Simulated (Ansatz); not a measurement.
**TiO2 (Anatase): G0W0 under other settings**

A base run on TiO2 (Anatase), then changed inputs.

Calculated with Ansatz 0.2.0; G0W0 on PBE, plane waves, PAW.

### Step 1. Set-up

Symmetry: I4_1/amd, No. 141, tetragonal system. Conventional cell: a = 3.784 Å, b = 3.784 Å, c = 9.515 Å, α = 90.00°, β = 90.00°, γ = 90.00°. Ti has 6 O at 1.93 to 1.98 Å nearest. Nearest to O lie 3 Ti at 1.93 to 1.98 Å. Farther neighbours and most contacts between anions are not listed.

The cell and positions come from the Crystallography Open Database and are kept as given unless a step says otherwise. The default PAW set here is soft_2. Its files were made with PBE.

### Step 2. The base run: 6×6×6 mesh, 154 empty bands, screening to 100 eV

G0W0 replaces the xc potential by the self-energy, built once from these orbitals. Only a window of levels is corrected, while the sums run over the empty bands that the input names.

Contents of input.yaml:

```yaml
crystal:
  lattice:
    - [-1.8921, 1.8921, 4.7573]
    - [1.8921, -1.8921, 4.7573]
    - [1.8921, 1.8921, -4.7573]
  atoms:
    - { symbol: Ti, position: [0.0, 0.0, 0.0] }
    - { symbol: Ti, position: [0.75, 0.25, 0.5] }
    - { symbol: O, position: [0.2081, 0.2081, 0.0] }
    - { symbol: O, position: [0.9581, 0.4581, 0.5] }
    - { symbol: O, position: [0.5419, 0.0419, 0.5] }
    - { symbol: O, position: [0.7919, 0.7919, 0.0] }
kpoints:
  mp_grid: { grid: [6, 6, 6] }
hamiltonian:
  xc: pbe
scf:
  occupations: { method: fixed }
gw:
  n_empty_bands: 154
  ecut_chi: 100.0
  qp_bands: [v2, c2]
  qp_kpoints: band_edges
  screening: { model: contour_deformation }
```

Launch:

```console
$ ansatz run input.yaml --threads 3 --pin off --max-ram 64512MiB --backend cuda --events-out ev --progress --plain --runs-dir out --devices 1 --max-vram 24GiB  # rebuilt from the run's record
```

Numbers of over 12 decimals in the logs are rounded to 6 here.

What it wrote:

```text
GPUs: using 1 of 1 available (devices: 1).
Engine: ansatz 0.2.0, x86_64-unknown-linux-gnu
Pseudopotentials: kind: paw
Pseudopotential: Ti, paw, valence charge 12, recommended cutoff 420 eV (normal), Ti.paw.azcp
Pseudopotential: O, paw, valence charge 6, recommended cutoff 420 eV (normal), O.paw.azcp
Functional definition: PBE
  parameter kappa = 0.804
  parameter beta = 0.066725
  exchange = pbe_x(kappa = kappa, mu = beta*pi^2/3)
  correlation = pbe_c(beta = beta)
device memory: the entry about to start is reckoned to put 1.2 GiB on a device that reports 70.4 GiB free (of which the cap on the GPU budget leaves the run 24.0 GiB)
GPU FFT provider: cuFFT
GPU libraries: cuBLAS 13.8.1, cuFFT 12.4.0, cuSOLVER 12.3.2
Crystal: 6 atoms, lattice volume = 68.125 Å³
Basis set: ecut = 420 eV, 1315 PW (Γ)
Bands: 30, of which v1, the nominal top of the filled ones, is band 24 counted from 1 (23 counted from 0)
Symmetry: 16 space group operations
Space group: I41/amd (ITA 141), of the structure as read, at distance tolerance 4.1e-5 Å
k-points: 30 of 216
Non-local potential: Ti, projectors of the file, l = 0: 3, l = 1: 2, l = 2: 3, l = 3: 1
Non-local potential: O, projectors of the file, l = 0: 2, l = 1: 2, l = 2: 1
PAW form: soft (Blöchl's): semilocal exchange-correlation on the pseudo side does not see the compensation charge
PAW one-centre angular grid: Ti, 590 points (default); XC on 64 Gauss nodes
PAW one-centre angular grid: O, 110 points (default); XC on 64 Gauss nodes
Initial density: superposition of atomic densities (neutral atoms: chi_scale 0, normalization atom), corrected by the library's trained network
Initial wavefunctions: pseudopotential atomic-orbital guess
GPU buffer pool allocated for 64000 grid points (all kernels)
GPU transforms: local potential and band sums: pruned to the plane-wave sphere, on 40×40×40
Functional: x = pbe(κ = 0.804, μ = 0.219515), c = pbe(β = 0.066725)
SCF iter   1: F=—  HF=-7277.469444 eV  |F-HF|=—  |Δ(HF+E_count)|=         —  Δρ=3.44e-3  dr2=3.18e-3  ethr=1.77e-3  ⟨swp⟩=4.1  Hψ=3412  notcnv=0  defer=78
preconditioner: auto → none  [insulator: Δε(μ)=2.183 eV  Ē_g=9.668 eV  n_scr=14 (ndim 8)  ℏωp=25.4 eV  f_vac=0.102  ε∞_Penn≈7.9]
SCF iter   2: F=—  HF=-7277.471126 eV  |F-HF|=—  |Δ(HF+E_count)|=   1.68e-3  Δρ=2.66e-3  dr2=3.64e-3  ethr=6.63e-6  ⟨swp⟩=3.2  Hψ=1878  notcnv=0  defer=120
SCF iter   3: F=—  HF=-7277.470946 eV  |F-HF|=—  |Δ(HF+E_count)|=   1.80e-4  Δρ=1.46e-3  dr2=9.74e-4  ethr=6.63e-6  ⟨swp⟩=2.0  Hψ=1371  notcnv=0  defer=120
SCF iter   4: F=—  HF=-7277.471071 eV  |F-HF|=—  |Δ(HF+E_count)|=   1.25e-4  Δρ=5.98e-4  dr2=1.55e-4  ethr=2.03e-6  ⟨swp⟩=2.0  Hψ=1204  notcnv=0  defer=120
[...]
E_band       = -455.205566
  E_kinetic    = 1248.477498
  E_local      = -3570.329959  (includes V_loc(G=0)·N_el)
  E_nonlocal   = 196.559977
  E_hartree    = 1385.281100
  E_xc         = -492.965259
  E_vxc        = -624.309321  (∫ρ·V_xc dr)
  E_paw        = -2722.308975  (= ΣΔE_a)
  E_vpaw       = -476.184549  (= ΣTr[D̂ρ^β])
  E_aug_tail   = 0.010058  (compensation charges beyond the density's cutoff)
  E_ewald      = -3322.195552
  E_smearing   = -0.000000  (= −TS)
  E_closure    = 0.000000  (closes the sum)
  Σ components = -7277.471112   (vs F -7277.471112, Δ=0.00e0)
--- Band table (eV; the first three rows and the last of 30) ---
  k-point 0: bands = [... 20 lower, 6.5768, 6.5768, 6.8603, 6.8603, 9.4571, 10.1979, 11.3381, 11.3381, ... 2 higher]
  k-point 1: bands = [... 20 lower, 5.9961, 6.1682, 6.6813, 7.0711, 10.2981, 10.3998, 10.5942, 11.0350, ... 2 higher]
  k-point 2: bands = [... 20 lower, 5.2662, 6.3837, 6.7441, 7.2230, 10.4095, 10.6690, 10.8331, 11.1645, ... 2 higher]
  k-point 29: bands = [... 20 lower, 6.0736, 6.0736, 7.2097, 7.2097, 9.8146, 9.8146, 11.1183, 11.1183, ... 2 higher]
--- G₀W₀: contour deformation, 6 samples at zero and on the imaginary axis and 2 off it, 216 q-points, 154 empty bands' worth ---
  eigenvalues of the whole cell's RPA ε∞ on this k-mesh (on a slab, of 1 + 4πα/V) = 6.0566, 6.6453, 6.6453; static W/v taken at q = 0 is 0.153762
  gw.qp_kpoints: band_edges: 24 of 30 stored k-points solved, in 1 pass; an edge of the gap read off the rows below is read off those points alone
    valence top: of the k-points left out ik 7 came nearest to being solved in a further pass, in band 24 (counted from 1, as in the quasiparticle table): it holds the edge there only if its correction is more favourable than any solved in that band by at least 0.514 eV; those differ by 0.095 eV
    conduction bottom: of the k-points left out ik 27 came nearest to being solved in a further pass, in band 25 (counted from 1, as in the quasiparticle table): it holds the edge there only if its correction is more favourable than any solved in that band by at least 0.892 eV; those differ by 0.162 eV
    ik  band        ε_KS         Σx   Σc(E_QP)       V_xc       Z   E_QP_lin       E_QP  E_QP is
     0    23      6.8603   -25.3206     4.8182   -20.3244  0.7055     6.6815     6.6822  root
     0    24      6.8603   -25.3206     4.8182   -20.3244  0.7055     6.6815     6.6822  root
     0    25      9.4571   -13.0752    -6.3888   -20.7917  0.7329    10.8199    10.7848  root
     0    26     10.1979   -13.4563    -7.2394   -22.1402  0.7126    11.6955    11.6424  root
     1    23      6.6813   -25.8880     4.8122   -20.8930  0.7144     6.4978     6.4985  root
     1    24      7.0711   -25.7413     4.7814   -20.8004  0.7124     6.9112     6.9117  root
     1    25     10.2981   -13.3669    -7.2875   -22.0988  0.7126    11.7961    11.7425  root
     1    26     10.3998   -14.3012    -6.2979   -21.9275  0.7135    11.7707    11.7283  root
[...]
29    23      7.2097   -26.1440     4.6544   -21.3790  0.7181     7.0988     7.0991  root
    29    24      7.2097   -26.1440     4.6544   -21.3790  0.7181     7.0988     7.0991  root
    29    25      9.8146   -13.2308    -6.7941   -21.4109  0.7237    11.2441    11.2006  root
    29    26      9.8146   -13.2308    -6.7941   -21.4109  0.7237    11.2441    11.2006  root
[key lines of the parts left out:]
SCF converged after 6 iterations
Free energy (F): -7277.471112 eV
Fermi energy:    7.290149 eV
```

Run time: 23 s. Hardware: 1 × NVIDIA H100 80GB HBM3 (shared by 3 runs) with 3 threads of AMD EPYC 7R13 (Zen 3), shared host; peak memory 1.4 GiB; 41 s of CPU time.

This step gave:

| Quantity | Value |
| --- | --- |
| bands summed | 178 |
| RPA ε∞ on this mesh (eigenvalues) | 6.057, 6.645, 6.645 |
| plane waves in the screening matrix | 155 |
| q-points in the mesh | 216 |
| G0W0 gap on the mesh | 3.618 eV |
| k of the valence top | 0, 0, -0.5 |
| k of the conduction bottom | 0, 0, 0 |
| starting gap on the mesh | 2.167 eV |
| Z at the valence top | 0.7124 |
| Z at the conduction bottom | 0.7329 |
| least direct G0W0 gap on the computed points | 3.944 eV |

The gap on the mesh goes from 2.17 eV to 3.62 eV, a correction of +1.45 eV. Between the two edge states, bare exchange in place of the xc potential would open the gap by 12.59 eV, and correlation takes back 11.14 eV.

### Step 3. Variant: static remainder

This step: G0W0 on PBE, plane waves, norm-conserving pseudopotentials.

input.yaml, the sections that differ from step 2:

```yaml
kpoints:
  mp_grid: { grid: [4, 4, 4] }
hamiltonian:
  xc: pbe
  pseudopotentials: { kind: nc }
gw:
  n_empty_bands: 71
  ecut_chi: 100
  qp_bands: [v2, c2]
  qp_kpoints: band_edges
  screening: { model: contour_deformation }
  static_remainder: true
# crystal, scf: as in step 2
```

What it wrote:

```text
Warning: gw takes pair_densities: pseudo, which can misplace gaps by tens of per cent, since gw.static_remainder lacks the terms of the atoms
GPUs: using 1 of 1 available (devices: 1).
[...]
GPU FFT provider: cuFFT
GPU libraries: cuBLAS 13.8.1, cuFFT 12.4.0, cuSOLVER 12.3.2
Crystal: 6 atoms, lattice volume = 68.125 Å³
Basis set: ecut = 1240 eV, 6747 PW (Γ)
Bands: 30, of which v1, the nominal top of the filled ones, is band 24 counted from 1 (23 counted from 0)
[... 1 set-up line as in the run before ...]
[...]
k-points: 13 of 64
[...]
GPU buffer pool allocated for 262144 grid points (all kernels)
[...]
SCF iter   1: F=—  HF=-5102.794993 eV  |F-HF|=—  |Δ(HF+E_count)|=         —  Δρ=6.82e-2  dr2=3.12e0  ethr=3.10e-3  ⟨swp⟩=5.2  Hψ=1547  notcnv=0  defer=40
[...]
SCF iter   9: F=-5102.042156 eV  HF=-5102.042156 eV  |F-HF|=3.29e-8  |Δ(HF+E_count)|=   8.06e-7  Δρ=9.30e-6  dr2=4.71e-8  ethr=2.08e-10  ⟨swp⟩=12.1  Hψ=2138  notcnv=0
SCF 1 converged in 9 iterations: F = -5102.042156 eV  dr2 = 4.71e-8
[...]
NSCF: frozen V_eff on 13 k-points, pencils in batches of 32, up to order 120
[...]
NSCF: frozen V_eff on 13 k-points
G₀W₀ screening: q 1/13
[... further progress lines ...]
[...]
SCF converged after 9 iterations
Free energy (F): -5102.042156 eV
[...]
Internal energy: -5102.042156 eV  (E = F + TS)
E sigma→0 (E₀):  -5102.042156 eV
Fermi energy:    7.268652 eV
[...]
--- Band table (eV; the first three rows and the last of 13) ---
  k-point 0: bands = [... 20 lower, 6.5492, 6.5492, 6.8375, 6.8375, 9.4335, 10.1784, 11.3174, 11.3174, ... 2 higher]
  k-point 1: bands = [... 20 lower, 5.4738, 6.3494, 6.7077, 7.0608, 10.3072, 10.4562, 10.8359, 11.0642, ... 2 higher]
  k-point 2: bands = [... 20 lower, 5.2480, 5.2480, 7.2687, 7.2687, 10.6759, 10.6759, 11.1483, 11.1483, ... 2 higher]
  k-point 12: bands = [... 20 lower, 6.0482, 6.0482, 7.1852, 7.1852, 9.7928, 9.7928, 11.1044, 11.1044, ... 2 higher]
[...]
static-remainder magnitude (band-truncation diagnostic): 1.6527 eV
  bands read: the sum over 95 bands ends inside a degenerate multiplet in 4 slots, whose members it reads at an even weight; the widest, k=2: bands 95 to 96 (counted from 1) at 1/2 each
[...]
0    23      6.8375   -24.6685     4.6276   -19.6918  0.7047     6.4855     6.4883  root
     0    24      6.8375   -24.6685     4.6276   -19.6918  0.7047     6.4855     6.4883  root
     0    25      9.4335   -11.9370    -6.6654   -19.6186  0.7317    10.4704    10.4497  root
     0    26     10.1784   -12.2312    -7.4796   -20.8126  0.7119    11.3104    11.2803  root
     1    23      6.7077   -25.2327     4.5382   -20.2814  0.7205     6.2911     6.2946  root
     1    24      7.0608   -24.7282     4.5069   -19.8999  0.7072     6.7371     6.7394  root
     1    25     10.3072   -12.2280    -7.5043   -20.8433  0.7127    11.4486    11.4181  root
     1    26     10.4562   -13.0955    -7.0730   -21.2953  0.7159    11.6132    11.5829  root
[...]
12    23      7.1852   -25.3747     4.4288   -20.6232  0.7169     6.8604     6.8625  root
    12    24      7.1852   -25.3747     4.4288   -20.6232  0.7169     6.8604     6.8625  root
    12    25      9.7928   -12.0568    -7.0506   -20.1669  0.7227    10.8774    10.8524  root
    12    26      9.7928   -12.0568    -7.0506   -20.1669  0.7227    10.8774    10.8524  root
```

Wall time 13 s (1 × NVIDIA H100 80GB HBM3 (shared by 3 runs) with 3 threads); peak memory 1.3 GiB; 18 s of CPU time.

Against the base:

| setting | base | variant |
| --- | --- | --- |
| files | default PAW | norm-conserving |
| mesh | 6×6×6 | 4×4×4 |
| empty bands | 154 | 71 |
| static remainder | - | true |

| quantity | variant | base |
| --- | --- | --- |
| starting gap on the mesh | 2.165 | 2.167 |
| G0W0 gap on the mesh | 3.494 | 3.618 |
| least direct G0W0 gap on the computed points | 3.819 | 3.944 |
| Z at the valence top | 0.712 | 0.712 |
| Z at the conduction bottom | 0.732 | 0.733 |

### Step 4. Summary of results

```json
{"base": "3.62 eV, 23 s", "static remainder": "3.49 eV, 13 s"}
```

What this shows: Static remainder: the gap moves by −0.12 eV (the plane-wave cutoff goes from 420 to 1240 eV); such settings are too crude to quote. The variant differs from the base in files, mesh, empty bands and static remainder together, so the change can't be laid to one of them. This option needs pseudo pair densities, which the log warns can misplace gaps. All runs here use a coarse mesh and modest cutoffs; they test settings and are not final values.

[Paths, hosts, dates, memory and timing lines, banners, echoed tables and standing remarks are left out of the program output.]

[Logs are printed without paths, hosts, clocks, repeated set-up lines and the standing remarks that a program may print on its own settings, such as how far it seeks lower states.]

[Runs of the session that timed out or met a known fault of the program may be left out.]

[Cells called generated may have been cut or substituted from an entry of the Crystallography Open Database or the Materials Project.]

[Hosts, paths, dates, database ids (printed as entryN), source tags and the programs' standing remarks are cut or masked in the printed files.]
